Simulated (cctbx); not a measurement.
# A crystallographic session in cctbx: NaBI4

Library: cctbx 2025.11. The data are simulated by the first script.

## 1. Simulate the data

run.py:

```python
from cctbx import adptbx, crystal, miller, sgtbx, xray
from cctbx.array_family import flex
from iotbx.shelx import hklf
from scitbx import matrix
import scitbx.random

cs = crystal.symmetry(unit_cell=(9.953, 8.93, 9.927, 90, 90, 90), space_group_symbol='Hall: -C 2c 2')  # Cmcm
atoms = [  # label, site, U (iso, or U11 U22 U33 U12 U13 U23 in A^2), occupancy
    ("I1", (0.8391, 0.0258, 0.25), 0.0044, 1),
    ("I2", (0.5, 0.7917, 0.413), 0.0034, 1),
    ("Na1", (0.5, 0.8446, 0.75), 0.0059, 1),
    ("B1", (0.5, 0.3358, 0.75), 0.0078, 1),
]
xs = xray.structure(crystal_symmetry=cs)
for label, site, u, occ in atoms:
    u = adptbx.u_cif_as_u_star(cs.unit_cell(), u) if isinstance(u, tuple) else u
    xs.add_scatterer(xray.scatterer(label, site=site, u=u, occupancy=occ))
xs.set_inelastic_form_factors(0.6889, "sasaki")
xs.show_summary()
p1 = xs.expand_to_p1()
ms = miller.build_set(p1, anomalous_flag=True, d_min=0.77)
flex.set_random_seed(310734)
scitbx.random.set_random_seed(310734)
ms = ms.select(flex.random_double(ms.size()) < 0.5)
i = ms.structure_factors_from_scatterers(p1, algorithm="direct").f_calc().as_intensity_array().data()
i = i * 20000 / flex.max(i)
sig = flex.sqrt(i + flex.pow2(0.04 * i) + 15 ** 2)
noise = scitbx.random.variate(scitbx.random.normal_distribution())(i.size())
data = ms.array(data=i + sig * noise, sigmas=sig).set_observation_type_xray_intensity()
with open("data.hkl", "w") as f:
    data.export_as_shelx_hklf(f)
print("reflections written:", data.size(), " <I/sigma> = %.1f" % flex.mean(data.data() / data.sigmas()))
for h, a, b in list(data.sort("data"))[:12]:
    print("%4d%4d%4d %9.1f %7.1f" % (h + (a, b)))
```

```console
$ python run.py
```

```text
Number of scatterers: 4
At special positions: 4
Unit cell: (9.953, 8.93, 9.927, 90, 90, 90)
Space group: C m c m (No. 63)
reflections written: 4132  <I/sigma> = 6.7
  -6   0   0   20684.0   804.1
   0   0  -6   18687.1   812.5
  -6   0  -6   13723.4   533.6
   2   2   0   13514.4   536.5
  -6   0   6   12557.4   533.6
   0   2   2   12518.5   502.6
  -4  -2   0   12440.9   523.2
   0   6   3   12362.0   478.2
   0   2  -2   12255.1   502.6
   0  -6   3   12212.9   478.2
   0  -2  -2   11941.6   502.6
   3  -1   0   11799.3   476.4
```

Run time: 0.37 s on 1 thread of Arm Neoverse N1 (shared host), peak memory 0.07 GiB.

## 2. Refinement (right model, isotropic)

run.py:

```python
import math
from cctbx import adptbx, crystal, maptbx, sgtbx, xray
from cctbx.array_family import flex
from cctbx.xray import observations
from iotbx.shelx import hklf
from scitbx.lstbx import normal_eqns_solving
from smtbx import absolute_structure, utils
from smtbx.refinement import constraints, least_squares

cs = crystal.symmetry(unit_cell=(9.953, 8.93, 9.927, 90, 90, 90), space_group_symbol='Hall: -C 2c 2')  # Cmcm
atoms = [  # label, site, U (iso, or U11 U22 U33 U12 U13 U23 in A^2), occupancy
    ("I1", (0.8359, 0.0271, 0.25), 0.0200, 1),
    ("I2", (0.5, 0.79, 0.4163), 0.0200, 1),
    ("Na1", (0.5, 0.8453, 0.75), 0.0200, 1),
    ("B1", (0.5, 0.3346, 0.75), 0.0200, 1),
]
xs = xray.structure(crystal_symmetry=cs)
for label, site, u, occ in atoms:
    u = adptbx.u_cif_as_u_star(cs.unit_cell(), u) if isinstance(u, tuple) else u
    xs.add_scatterer(xray.scatterer(label, site=site, u=u, occupancy=occ))
xs.set_inelastic_form_factors(0.6889, "sasaki")
raw = hklf.reader(file_name="data.hkl").as_miller_arrays(crystal_symmetry=cs, anomalous=True)[0]
merged = raw.eliminate_sys_absent().merge_equivalents()
fo2 = merged.array().set_observation_type_xray_intensity()
print("Rint %.3f, %d unique reflections to %.2f A" % (merged.r_int(), fo2.size(), fo2.d_min()))
for sc in xs.scatterers():
    sc.flags.set_grad_site(True)
    sc.flags.set_grad_u_aniso(sc.flags.use_u_aniso())
    sc.flags.set_grad_u_iso(sc.flags.use_u_iso())
obs = fo2.as_xray_observations()
extra = {}
rep = constraints.reparametrisation(xs, [], utils.connectivity_table(xs), **extra)
ls = least_squares.crystallographic_ls(obs, rep, weighting_scheme=least_squares.mainstream_shelx_weighting(a=0, b=0))
print("cycle     R1     wR2    GooF  max shift (A)")
for cycle in range(8):
    ls.build_up()
    r1, wr2, goof = ls.r1_factor(cutoff_factor=2)[0], ls.wR2(), ls.goof()
    old = xs.sites_cart()
    normal_eqns_solving.levenberg_marquardt_iterations(ls, n_max_iterations=3, tau=1e-06, step_threshold=1e-7)
    big = flex.max((xs.sites_cart() - old).norms())
    print("%4d %7.4f %7.4f %7.3f %9.5f" % (cycle + 1, r1, wr2, goof, big))
    ls.build_up(objective_only=True)
    if abs(ls.wR2() - wr2) < 5e-5 and big < 5e-4:
        break
ls.build_up()
print("final R1 %.4f wR2 %.4f GooF %.3f  parameters %d  data/parameter %.1f" % (ls.r1_factor(cutoff_factor=2)[0], ls.wR2(), ls.goof(), ls.n_parameters, fo2.size() / ls.n_parameters))
cov = ls.covariance_matrix_and_annotations()
su = dict(zip(cov.annotations, (math.sqrt(max(v, 0)) for v in cov.matrix.matrix_packed_u_diagonal())))
a2 = cs.unit_cell().reciprocal_parameters()[0] ** -2
print("atom        x        y        z      Ueq    occ   su(xyz)  su(Uiso or U11)")
for sc in xs.scatterers():
    s = max(su.get(sc.label + k, 0) for k in (".x", ".y", ".z"))
    npd = "" if sc.is_positive_definite_u(cs.unit_cell()) else "  NPD"
    print("%-5s %8.5f %8.5f %8.5f %8.4f %6.3f %8.5f %7.4f%s" % ((sc.label,) + sc.site + (sc.u_iso_or_equiv(cs.unit_cell()), sc.occupancy, s, su.get(sc.label + ".uiso", su.get(sc.label + ".u11", 0) * a2), npd)))
fo = fo2.f_sq_as_f()
fc = fo.structure_factors_from_scatterers(xs, algorithm="direct").f_calc()
diff = fo.f_obs_minus_f_calc(1 / math.sqrt(ls.scale_factor()), fc).average_bijvoet_mates()
m = diff.fft_map(symmetry_flags=maptbx.use_space_group_symmetry, resolution_factor=0.25).apply_volume_scaling()
print("difference map: max %.2f min %.2f rms %.2f" % (m.statistics().max(), m.statistics().min(), m.statistics().sigma()))
peaks = m.peak_search(parameters=maptbx.peak_search_parameters(min_distance_sym_equiv=0.6, max_clusters=6)).all()
near = xs.closest_distances(peaks.sites(), distance_cutoff=4)
sps = cs.special_position_settings(min_distance_sym_equiv=0.5)
for k, (x, h) in enumerate(zip(peaks.sites(), peaks.heights())):
    ss = sps.site_symmetry(x)
    print("Q%-3d %7.4f %7.4f %7.4f %4d %7.2f  %.2f A from %s" % ((k + 1,) + tuple(t % 1 for t in ss.exact_site()) + (ss.multiplicity(), h, near.smallest_distances[k], xs.scatterers()[near.i_seqs[k]].label)))
```

```console
$ python run.py
```

```text
Rint 0.035, 562 unique reflections to 0.77 A
cycle     R1     wR2    GooF  max shift (A)
   1  0.1709  0.3602  10.198   0.03610
   2  0.0152  0.0336   0.951   0.00001
final R1 0.0152 wR2 0.0336 GooF 0.951  parameters 10  data/parameter 56.2
atom        x        y        z      Ueq    occ   su(xyz)  su(Uiso or U11)
I1     0.83902  0.02583  0.25000   0.0045  1.000  0.00003  0.0001
I2     0.50000  0.79172  0.41301   0.0034  1.000  0.00003  0.0001
Na1    0.50000  0.84462  0.75000   0.0059  1.000  0.00027  0.0004
B1     0.50000  0.33560  0.75000   0.0061  1.000  0.00077  0.0012
difference map: max 0.83 min -1.02 rms 0.23
Q1    0.1350  0.0270  0.6295   16    0.85  1.31 A from I1
Q2    0.0000  0.2215  0.6737    8    0.78  1.33 A from Na1
Q3    0.0000  0.4554  0.6840    8    0.78  1.19 A from Na1
Q4    0.0000  0.1165  0.7500    4    0.77  2.04 A from Na1
Q5    0.1771  0.3176  0.0023   16    0.76  1.97 A from I2
Q6    0.1529  0.5000  0.0000    8    0.75  2.55 A from I2
```

Time: 0.5 s.

## 3. Refinement (right model, anisotropic)

run.py, as its changes from the last script of this kind:

```diff
@@ -12,4 +12,4 @@
-    ("I1", (0.8359, 0.0271, 0.25), 0.0200, 1),
-    ("I2", (0.5, 0.79, 0.4163), 0.0200, 1),
-    ("Na1", (0.5, 0.8453, 0.75), 0.0200, 1),
-    ("B1", (0.5, 0.3346, 0.75), 0.0200, 1),
+    ("I1", (0.83902, 0.02583, 0.25), 0.0045, 1),
+    ("I2", (0.5, 0.79172, 0.41301), 0.0034, 1),
+    ("Na1", (0.5, 0.84462, 0.75), 0.0059, 1),
+    ("B1", (0.5, 0.3356, 0.75), 0.0061, 1),
@@ -21,0 +22 @@
+xs.convert_to_anisotropic()
```

```console
$ python run.py
```

```text
Rint 0.035, 562 unique reflections to 0.77 A
cycle     R1     wR2    GooF  max shift (A)
   1  0.0153  0.0336   0.961   0.00032
   2  0.0152  0.0334   0.953   0.00000
final R1 0.0152 wR2 0.0334 GooF 0.953  parameters 20  data/parameter 28.1
atom        x        y        z      Ueq    occ   su(xyz)  su(Uiso or U11)
I1     0.83903  0.02583  0.25000   0.0045  1.000  0.00003  0.0001
I2     0.50000  0.79172  0.41301   0.0034  1.000  0.00003  0.0001
Na1    0.50000  0.84462  0.75000   0.0059  1.000  0.00028  0.0011
B1     0.50000  0.33556  0.75000   0.0061  1.000  0.00080  0.0028
difference map: max 0.82 min -0.96 rms 0.23
Q1    0.1328  0.0247  0.6321   16    0.85  1.29 A from I1
Q2    0.0000  0.4544  0.6842    8    0.78  1.18 A from Na1
Q3    0.0000  0.2221  0.6741    8    0.78  1.33 A from Na1
Q4    0.0000  0.1168  0.7500    4    0.77  2.03 A from Na1
Q5    0.1774  0.3174  0.0017   16    0.76  1.97 A from I2
Q6    0.1526  0.5000  0.0000    8    0.76  2.55 A from I2
```

Time: 0.5 s.

## 4. Refinement

run.py, as its changes from the last script of this kind:

```diff
@@ -21 +21 @@
-xs.set_inelastic_form_factors(0.6889, "sasaki")
+xs.set_inelastic_form_factors(1.54184, "sasaki")
@@ -36 +36 @@
-for cycle in range(8):
+for cycle in range(12):
```

```console
$ python run.py
```

```text
Rint 0.035, 562 unique reflections to 0.77 A
cycle     R1     wR2    GooF  max shift (A)
   1  0.0177  0.0388   1.109   0.00029
   2  0.0153  0.0334   0.955   0.00000
final R1 0.0153 wR2 0.0334 GooF 0.955  parameters 20  data/parameter 28.1
atom        x        y        z      Ueq    occ   su(xyz)  su(Uiso or U11)
I1     0.83903  0.02583  0.25000   0.0055  1.000  0.00003  0.0001
I2     0.50000  0.79172  0.41301   0.0044  1.000  0.00003  0.0001
Na1    0.50000  0.84462  0.75000   0.0053  1.000  0.00028  0.0011
B1     0.50000  0.33557  0.75000   0.0043  1.000  0.00080  0.0028
difference map: max 0.83 min -0.96 rms 0.24
Q1    0.1356  0.0281  0.6309   16    0.86  1.30 A from I1
Q2    0.0000  0.2209  0.6740    8    0.81  1.34 A from Na1
Q3    0.0000  0.4552  0.6837    8    0.80  1.19 A from Na1
Q4    0.1777  0.3178  0.0006   16    0.78  1.98 A from I2
Q5    0.1409  0.2015  0.2500    8    0.77  1.44 A from B1
Q6    0.1527  0.5000  0.0000    8    0.77  2.55 A from I2
```

Time: 0.5 s.

This run holds a fault made on purpose: dispersion terms of the wrong wavelength.

## 5. Refinement

run.py, as its changes from the last script of this kind:

```diff
@@ -12,4 +12,4 @@
-    ("I1", (0.83902, 0.02583, 0.25), 0.0045, 1),
-    ("I2", (0.5, 0.79172, 0.41301), 0.0034, 1),
-    ("Na1", (0.5, 0.84462, 0.75), 0.0059, 1),
-    ("B1", (0.5, 0.3356, 0.75), 0.0061, 1),
+    ("I1", (0.8583, 0.0725, 0.25), 0.0200, 1),
+    ("I2", (0.5, 0.7712, 0.3703), 0.0200, 1),
+    ("Na1", (0.5, 0.8993, 0.75), 0.0200, 1),
+    ("B1", (0.5, 0.3798, 0.75), 0.0200, 1),
@@ -21,2 +21 @@
-xs.set_inelastic_form_factors(1.54184, "sasaki")
-xs.convert_to_anisotropic()
+xs.set_inelastic_form_factors(0.6889, "sasaki")
@@ -36 +35 @@
-for cycle in range(12):
+for cycle in range(10):
@@ -40 +39 @@
-    normal_eqns_solving.levenberg_marquardt_iterations(ls, n_max_iterations=3, tau=1e-06, step_threshold=1e-7)
+    normal_eqns_solving.levenberg_marquardt_iterations(ls, n_max_iterations=3, tau=0.0001, step_threshold=1e-7)
```

```console
$ python run.py
```

```text
Rint 0.035, 562 unique reflections to 0.77 A
cycle     R1     wR2    GooF  max shift (A)
   1  0.7983  0.9624  27.249   0.40526
   2  0.3724  0.6766  19.159   0.79114
   3  0.0488  0.1260   3.567   0.20126
   4  0.0152  0.0336   0.951   0.00014
final R1 0.0152 wR2 0.0336 GooF 0.951  parameters 10  data/parameter 56.2
atom        x        y        z      Ueq    occ   su(xyz)  su(Uiso or U11)
I1     0.83902  0.02583  0.25000   0.0045  1.000  0.00003  0.0001
I2     0.50000  0.79172  0.41301   0.0034  1.000  0.00003  0.0001
Na1    0.50000  0.84462  0.75000   0.0059  1.000  0.00027  0.0004
B1     0.50000  0.33560  0.75000   0.0061  1.000  0.00077  0.0012
difference map: max 0.83 min -1.02 rms 0.23
Q1    0.1350  0.0270  0.6295   16    0.85  1.31 A from I1
Q2    0.0000  0.2215  0.6737    8    0.78  1.33 A from Na1
Q3    0.0000  0.4554  0.6840    8    0.78  1.19 A from Na1
Q4    0.0000  0.1165  0.7500    4    0.77  2.04 A from Na1
Q5    0.1771  0.3176  0.0023   16    0.76  1.97 A from I2
Q6    0.1529  0.5000  0.0000    8    0.75  2.55 A from I2
```

Time: 0.63 s.

This run holds a fault made on purpose: start far from the minimum.

## 6. Refinement

run.py, as its changes from the last script of this kind:

```diff
@@ -12,4 +12,4 @@
-    ("I1", (0.8583, 0.0725, 0.25), 0.0200, 1),
-    ("I2", (0.5, 0.7712, 0.3703), 0.0200, 1),
-    ("Na1", (0.5, 0.8993, 0.75), 0.0200, 1),
-    ("B1", (0.5, 0.3798, 0.75), 0.0200, 1),
+    ("I1", (0.83902, 0.02583, 0.25), 0.0045, 1),
+    ("I2", (0.5, 0.79172, 0.41301), 0.0034, 1),
+    ("Na1", (0.5, 0.84462, 0.75), 0.0059, 1),
+    ("B1", (0.5, 0.3356, 0.75), 0.0061, 1),
@@ -21 +21,2 @@
-xs.set_inelastic_form_factors(0.6889, "sasaki")
+# no anomalous dispersion
+xs.convert_to_anisotropic()
@@ -35 +36 @@
-for cycle in range(10):
+for cycle in range(12):
@@ -39 +40 @@
-    normal_eqns_solving.levenberg_marquardt_iterations(ls, n_max_iterations=3, tau=0.0001, step_threshold=1e-7)
+    normal_eqns_solving.levenberg_marquardt_iterations(ls, n_max_iterations=3, tau=1e-06, step_threshold=1e-7)
```

```console
$ python run.py
```

```text
Rint 0.035, 562 unique reflections to 0.77 A
cycle     R1     wR2    GooF  max shift (A)
   1  0.0160  0.0349   0.998   0.00029
   2  0.0153  0.0335   0.957   0.00000
final R1 0.0153 wR2 0.0335 GooF 0.957  parameters 20  data/parameter 28.1
atom        x        y        z      Ueq    occ   su(xyz)  su(Uiso or U11)
I1     0.83903  0.02583  0.25000   0.0049  1.000  0.00003  0.0001
I2     0.50000  0.79172  0.41301   0.0038  1.000  0.00003  0.0001
Na1    0.50000  0.84463  0.75000   0.0048  1.000  0.00028  0.0011
B1     0.50000  0.33557  0.75000   0.0054  1.000  0.00080  0.0028
difference map: max 0.83 min -0.96 rms 0.24
Q1    0.1326  0.0243  0.6327   16    0.86  1.28 A from I1
Q2    0.0000  0.2214  0.6738    8    0.79  1.34 A from Na1
Q3    0.0000  0.1157  0.7500    4    0.78  2.04 A from I1
Q4    0.0000  0.4548  0.6838    8    0.78  1.18 A from Na1
Q5    0.1773  0.3173  0.0023   16    0.77  1.97 A from I2
Q6    0.1526  0.5000  0.0000    8    0.77  2.55 A from I2
```

Run time: 0.51 s on 1 thread of Arm Neoverse N1, on a shared host, peak memory 0.09 GiB.

This run holds a fault made on purpose: anomalous dispersion left out.

[Logs are printed without paths, hosts, clocks, repeated set-up lines and the standing remarks that a program may print on its own settings, such as how far it seeks lower states.]
